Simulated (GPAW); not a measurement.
# Polarising NbGe2N4 monolayer with a field along the normal

The dipole of the cell at several fields, atoms fixed. What does the strongest field give, and what length does the slope stand for?

Set-up. GPAW 26.7.0, plane waves (500 eV), PAW setups, PBE, 12×12 mesh, a dipole layer in the vacuum; geometry relaxed without an applied field with GPAW. The cell's area is 8.02 Å², and e/ε0 = 180.95 V Å.

What came out, but for one run:

| field (V/Å) | dipole (e Å) |
| --- | --- |
| −0.2 | −0.0751 |
| −0.1 | −0.0376 |
| −0.05 | −0.0188 |
| 0.05 | 0.0188 |
| 0.1 | 0.0375 |
| 0.2 | 0.0751 |
| 0.3 | ? |

Q: What is the dipole at 0.3 V/Å?

**Working.** A line through the 6 points has the slope α = 0.376 e Å per V/Å and the intercept p₀ = −0.0000 e Å (r.m.s. residual 2.7e−05). At 0.3 V/Å it gives p = −0.0000 + 0.376 × 0.3 = 0.1126 e Å; the run gives 0.1127 e Å, so the response stays linear to 0.0 % of the induced part. Dividing by ε0 and the area: α/(ε0 A) = 0.376 × 180.95 / 8.02 = 8.47 Å, against 7.51 Å between the outer nuclei.

**Limits.** This is the electronic response alone; ions that move would add to it in polar layers. Spin-polarised runs started from parallel moments; another order may lie lower.
